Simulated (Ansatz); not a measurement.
# Lattice dynamics of GaSn (built on the sites of a database entry of HfB)

How does GaSn (built on the sites of a database entry of HfB) vibrate, and is this structure a minimum?

Main program and level: Ansatz 0.2.0; DFT LDA, scalar-relativistic, plane waves, norm-conserving pseudopotentials.

The structure was built from a prototype and need not be the compound's stable phase.

**1. The starting structure**

The structure is cubic, space group Fm-3m (No. 225). The conventional cell has a = 4.288 Å, b = 4.288 Å, c = 4.288 Å, α = 90.00°, β = 90.00°, γ = 90.00°. Nearest to Sn lie 6 Ga at 2.14 Å. Ga has 6 Sn at 2.14 Å nearest. Farther neighbours are not listed.

**2. Rough relaxation**

A rough relaxation comes first, because large forces or stress need no tight tolerances yet.

Input file input.yaml:

```yaml
crystal:
  lattice:
    - [0.0, 2.14418, 2.14418]
    - [2.14418, 0.0, 2.14418]
    - [2.14418, 2.14418, 0.0]
  atoms:
    - { symbol: Sn, position: [0.5, 0.5, 0.5] }
    - { symbol: Ga, position: [0.0, 0.0, 0.0] }
kpoints:
  mp_grid: { grid: [8, 8, 8] }
hamiltonian:
  xc: lda
  pseudopotentials: { kind: nc }
scf:
  occupations: { method: gaussian, width: 0.1 }
output:
  forces: true
  stress: true
  eigenvalues: true
relax:
  adjacent_minimum: "off"
  f_tol: 0.05
  max_steps: 80
  cell: { stress_tol: 0.5 }
```

The run is started by

```
> ansatz run input.yaml --threads 4 --pin off --max-ram 7168MiB --backend cpu --events-out ev --progress --plain --runs-dir out
```

Numbers of over 12 decimals in the logs are rounded to 6 here.

The log of the run:

```text
The last accepted step is kept in <dir> (removed where the run ends without a failure and the disk answers)
Engine: ansatz 0.2.0, aarch64-unknown-linux-gnu
Pseudopotentials: kind: nc
Pseudopotential: Sn, nc, valence charge 14, recommended cutoff 979.609905 eV (normal), Sn.nc.azcp (PseudoDojo's, or run here from an input of PseudoDojo's: the run reads no file of this project's for it)
[...]
--- Relaxed structure (12 steps of the walk, 12 accepted, 3 SCFs on fresh bases) ---
  F+E_penalty+E_count = -4216.10923215 eV   max|allowed force component| = 7.553e-29 eV/Å   (the final SCF, on the basis selected at the relaxed cell)
  cell:  # Å, volume = 44.5454 Å³
    - [0, 2.813570, 2.813570]
    - [2.813570, 0, 2.813570]
    - [2.813570, 2.813570, 0]
  atoms:
    - { symbol: Sn, position: [0.5, 0.5, 0.5] }
    - { symbol: Ga, position: [0, 0, 0] }
[key lines of the parts left out:]
SCF converged after 4 iterations
Free energy (F): -4216.109232 eV
Fermi energy:    10.952626 eV
P = ⅓ Tr σ = 0.2659 GPa (2.659 kbar)
```

Elapsed: 31 s, on 4 threads of Arm Neoverse N1, shared host; peak memory 0.39 GiB; 87 s of CPU time.

Relaxation path:

```
step  energy less that of the first step (eV)  largest force component (eV/Å)  pressure (GPa)  volume (Å³)
   1                                   0.0000                          0.0000          348.98        19.72
   2                                  -5.0832                          0.0000          203.29        22.74
   3                                  -8.2595                          0.0000          109.54        26.06
   4                                  -9.8608                          0.0000           33.95        29.69
   5                                 -10.0432                          0.0000           -4.65        31.67
   6                                 -10.0466                          0.0000            0.42        31.42
  7*                                 -11.0054                          0.0000           50.34        31.42
   8                                 -11.6527                          0.0000           32.19        33.97
   9                                 -12.2185                          0.0000           11.69        38.28
  10                                 -12.3343                          0.0000            1.00        41.26
  11                                 -12.3350                          0.0000           -0.19        41.59
 12*                                 -12.4339                          0.0000            5.34        41.59
  13                                 -12.4702                          0.0000            2.50        43.11
  14                                 -12.4813                          0.0000            0.19        44.55
 15*                                 -12.4828                          0.0000            0.27        44.55
```

Relaxation steps marked * repeat the geometry before them on a plane-wave basis chosen anew for their cell, so energy and pressure can jump there.

Forces are held to the 48 operations that the run works with; a distortion that breaks them can't arise in this run.

```
     cell as run  before  after    change
           a (Å)   3.032  3.979   +31.2 %
           b (Å)   3.032  3.979   +31.2 %
           c (Å)   3.032  3.979   +31.2 %
volume (Å³/atom)    9.86  22.27  +125.9 %
```

The relaxed structure:

```
Sn Ga
1.0
     0.00000    2.81357    2.81357
     2.81357    0.00000    2.81357
     2.81357    2.81357    0.00000
Sn Ga
1 1
Direct
  0.50000 0.50000 0.50000
  0.00000 0.00000 0.00000
```

This step gave:

```
pressure          : 0.2659 GPa
volume per atom   : 22.27 Å³
gap on the k-mesh : 0 eV
```

In this step the volume went from 9.86 to 22.27 Å³/atom.

**3. Relaxation**

Harmonic phonons are second derivatives at a point where the forces vanish, and they are wanted at zero stress, so atoms and cell are relaxed first.

input.yaml, the sections that differ from step 2:

```yaml
crystal:
  lattice:
    - [0.0, 2.8135700541, 2.8135700541]
    - [2.8135700541, 0.0, 2.8135700541]
    - [2.8135700541, 2.8135700541, 0.0]
  atoms:
    - { symbol: Sn, position: [0.5, 0.5, 0.5] }
    - { symbol: Ga, position: [0.0, 0.0, 0.0] }
kpoints:
  mp_grid: { grid: [12, 12, 12] }
relax:
  adjacent_minimum: "off"
  f_tol: 0.005
  max_steps: 80
  cell: { stress_tol: 0.05 }
# hamiltonian, scf, output: as in step 2
```

The log of the run:

```text
[...]
Crystal: 2 atoms, lattice volume = 44.545 Å³
Basis set: ecut = 1088.45545 eV, 3695 PW (Γ)
Bands: 18, of which v1, the nominal top of the filled ones, is band 14 counted from 1 (13 counted from 0)
Symmetry: 48 space group operations
[...]
k-points: 72 of 1728
[...]
k-point 71: bands = [... 10 lower, 4.3623, 5.2407, 7.3025, 7.3025, 14.7701, 15.1353, 18.4885, 18.4885]
--- Relaxed structure (1 steps of the walk, 1 accepted, 1 SCFs on fresh bases) ---
[...]
cell:  # Å, volume = 44.5454 Å³
    - [0.0, 2.8135700541, 2.8135700541]
    - [2.8135700541, 0.0, 2.8135700541]
    - [2.8135700541, 2.8135700541, 0.0]
  atoms:
    - { symbol: Sn, position: [0.5, 0.5, 0.5] }
    - { symbol: Ga, position: [0.0, 0.0, 0.0] }
[key lines of the parts left out:]
SCF converged after 4 iterations
Free energy (F): -4216.106271 eV
Fermi energy:    10.956419 eV
P = ⅓ Tr σ = -0.0313 GPa (-0.313 kbar)
```

Elapsed: 12 s, on 4 threads; peak memory 0.48 GiB; 38 s of CPU time.

Little changed from the start: no atom moved by 0.005 Å and no cell edge by 0.1 %.

Numbers from this step:

| Item | Value |
| --- | --- |
| pressure | -0.03129 GPa |

In this step the volume went from 22.27 to 22.27 Å³/atom.

**4. Relaxing to small forces for the phonons**

Phonons need a cell at rest on their own settings, so the relaxation is repeated with tight tolerances on forces and stress, using the mesh and the filling of the phonon run that follows.

input.yaml, the sections that differ from step 3:

```yaml
scf:
  occupations: { method: methfessel_paxton, width: 0.15 }
relax:
  adjacent_minimum: "off"
  f_tol: 0.001
  max_steps: 60
  cell: { stress_tol: 0.01 }
# crystal, kpoints, hamiltonian, output: as in step 3
```

The log of the run:

```text
[...]
Crystal: 2 atoms, lattice volume = 44.545 Å³
Basis set: ecut = 1088.45545 eV, 3695 PW (Γ)
Bands: 18, of which v1, the nominal top of the filled ones, is band 14 counted from 1 (13 counted from 0)
Symmetry: 48 space group operations
[...]
k-points: 72 of 1728
[...]
k-point 71: bands = [... 10 lower, 4.3741, 5.2516, 7.3116, 7.3116, 14.7869, 15.1513, 18.5031, 18.5031]
--- Relaxed structure (3 steps of the walk, 3 accepted, 1 SCFs on fresh bases) ---
[...]
cell:  # Å, volume = 44.5081 Å³
    - [0, 2.812784, 2.812784]
    - [2.812784, 0, 2.812784]
    - [2.812784, 2.812784, 0]
  atoms:
    - { symbol: Sn, position: [0.5, 0.5, 0.5] }
    - { symbol: Ga, position: [0, 0, 0] }
[key lines of the parts left out:]
SCF converged after 5 iterations
Free energy (F): -4216.103981 eV
Fermi energy:    10.968654 eV
P = ⅓ Tr σ = -0.0007 GPa (-0.007 kbar)
```

Run time: 23 s. Hardware: 4 threads; peak memory 0.48 GiB; 71 s of CPU time.

Little changed from the start: no atom moved by 0.005 Å and no cell edge by 0.1 %.

Numbers from this step:

| Property | Result |
| --- | --- |
| pressure | -6.79e-4 GPa |
| volume per atom | 22.25 Å³ |

The forces vanish by symmetry and the pressure is -0.001 GPa, within the tolerances set. The cell now holds 22.25 Å³/atom.

**5. Linear response at the zone centre**

The zone centre comes first: it holds the modes that light can see, as far as symmetry allows. No field response is asked, since the mesh shows no gap.

input.yaml, the sections that differ from step 4:

```yaml
crystal:
  lattice:
    - [0.0, 2.8127837296, 2.8127837296]
    - [2.8127837296, 0.0, 2.8127837296]
    - [2.8127837296, 2.8127837296, 0.0]
  atoms:
    - { symbol: Sn, position: [0.5, 0.5, 0.5] }
    - { symbol: Ga, position: [0.0, 0.0, 0.0] }
output:
  eigenvalues: true
phonons:
  method: dfpt
# kpoints, hamiltonian, scf: as in step 4
# relax: removed
```

The log of the run:

```text
[...]
Crystal: 2 atoms, lattice volume = 44.508 Å³
Basis set: ecut = 1088.45545 eV, 3695 PW (Γ), exchange–correlation on 90×90×90 points (8 copies of the dense FFT grid, shifted against one another)
Bands: 18, of which v1, the nominal top of the filled ones, is band 14 counted from 1 (13 counted from 0)
Symmetry: 48 space group operations
k-points: 163 of 1728 (irreducible under 8 space group operations, time reversal used)
[...]
SCF iter   1: F=—  HF=-4216.179208 eV  |F-HF|=—  |Δ(HF+E_count)|=         —  Δρ=2.01e-2  dr2=2.07e-1  ethr=3.10e-3  ⟨swp⟩=5.5  Hψ=14093  notcnv=0
[...]
SCF iter   8: F=-4216.103981 eV  HF=-4216.103981 eV  |F-HF|=3.64e-12  |Δ(HF+E_count)|=  4.55e-12  S|Δr|=    0.00e0  Δρ=1.95e-7  dr2=5.59e-12  ethr=1.00e-12  ⟨swp⟩=9.5  Hψ=18322  notcnv=0
SCF 1 converged in 8 iterations: F = -4216.103981 eV  dr2 = 5.59e-12
DFPT response loops at Γ: preconditioner auto → Kerker (q_TF=auto, 2.510 Å⁻¹) (partly filled bands, converged f_vac=0.000); β = 1.00, the filter's whole step (`scf.mixing.beta` (0.50) is not read by the response loops under this deck's `scf.mixing.preconditioner`; to damp them name `kerker` or `kerker_dos`, under which they read `scf.mixing.beta`, and type it under 1.00, their step now; both keys bind the ground state too); Broyden in place of MSR1
SCF converged after 8 iterations
[...]
Free energy (F): -4216.103981 eV
[...]
Internal energy: -4216.105050 eV  (E = F + TS)
E sigma→0 (E₀):  -4216.104248 eV
Entropy (-TS):   0.001069 eV (0.535 meV/atom)
Fermi energy:    10.968654 eV
[...]
--- Band table (eV; the first three rows and the last of 163) ---
  k-point 0: bands = [... 10 lower, -0.3828, 12.2885, 12.2885, 12.2885, 12.9665, 18.1270, 18.1270, 18.1270]
  k-point 1: bands = [... 10 lower, -0.2826, 10.9698, 12.2829, 12.2829, 13.9537, 17.7567, 17.7567, 17.8184]
  k-point 2: bands = [... 10 lower, 0.0179, 9.2657, 12.2865, 12.2865, 14.5803, 16.7044, 16.7044, 17.2917]
  k-point 162: bands = [... 10 lower, 4.3741, 5.2516, 7.3116, 7.3116, 14.7869, 15.1513, 18.5031, 18.5031]
--- Phonons (Γ-DFPT): 2 representative perturbations + reference, on 163 of 1728 k-points (Σ response iterations 7) ---
  k mesh reduced under 8 symmetry operations, with k and −k counted as one. Each operation leaves every solved perturbation unchanged. A smaller set is not used because it would not reduce the number of displacements times k-points to solve
  ASR residual: 2.306e-4 → 0.000e0 eV/Å²; symmetrization residual: 1.112e-5 eV/Å²
  ASR residual per site (eV/Å²): 8.00e-5 2.31e-4
  Γ frequencies (cm⁻¹): 0.00 0.00 0.00 148.59 148.59 148.59
  non-analytic LO–TO correction: not included (Born effective charges unavailable; polar crystals: no LO–TO splitting at Γ)
```

The job ended after 72 s (4 threads; peak memory 1.3 GiB).

Numbers from this step:

```
sum-rule residual before enforcement                    : 2.31e-4 eV/Å²
point group                                             : m-3m
highest optical mode at the zone centre (no LO-TO term) : 148.6 cm⁻¹
lowest optical zone-centre mode                         : 148.6 cm⁻¹
```

Patterns of degenerate modes are one choice out of their space. The modes at Γ (shares of kinetic energy by element, %):

```csv
mode,frequency (cm⁻¹),symmetry,Sn %,Ga %
1,0.0,acoustic,63,37
2,0.0,acoustic,63,37
3,0.0,acoustic,63,37
4,148.6,T1u,37,63
5,148.6,T1u,37,63
6,148.6,T1u,37,63
```

Displacements in mode 5 (148.6 cm⁻¹), the largest set to 1:
```
Sn1  0.00  0.00 -0.59
Ga2  0.00  0.00  1.00
```

Before it was imposed, the acoustic sum rule was missed by 2.3e-4 eV/Å². Small misses are needed for a sound result but don't prove that mesh and cutoff are converged. The lowest optical mode is real, 149 cm⁻¹.

(Part 1 of 2 ends here.)

[Logs are printed without paths, hosts, clocks, repeated set-up lines and the standing remarks that a program may print on its own settings, such as how far it seeks lower states.]

[Hosts, paths, dates, database ids (printed as entryN), source tags and the programs' standing remarks are cut or masked in the printed files.]
